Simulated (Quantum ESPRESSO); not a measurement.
# Voltage at the next charge: Y2COS MXene, 1 layer against an electrode

Method. Quantum ESPRESSO 7.5, PBE, GBRV ultrasoft; ESM with bc3, a metal electrode 5.21 Å above the top atoms; cell area 11.442 Å²; ions fixed. V is the potential energy of an electron at the electrode over the slab's Fermi level, divided by e, so that it equals the work function at zero charge; positive charge removes electrons.

```tsv
charge (e a cell)	V (V)
0	5.123
0.0157	6.291
0.0314	7.465
```

**Question.** What is V at a charge of 0.0628 e, and what capacitance do the rows imply?

**Fit.** The last two rows give dV/dq = (7.465 − 6.291)/(0.0314 − 0.0157) = 74.8 V/e, so C = 1602/(11.442 × 74.8) = 1.87 µF/cm², an effective gap of 8.854/1.87 = 4.73 Å. At constant C, V = 7.465 + 74.8 × 0.0314 = 9.81 V.

**Check.** V = 9.825 V; the estimate misses by −0.01 V, 0.5 % of the step. Over the three intervals C goes 1.88, 1.87 and 1.86 µF/cm².

Caveats: Vacuum fills the gap; a dielectric or electrolyte would change C. The slab is thin.

[Logs are printed without paths, hosts, clocks, repeated set-up lines and the standing remarks that a program may print on its own settings, such as how far it seeks lower states.]
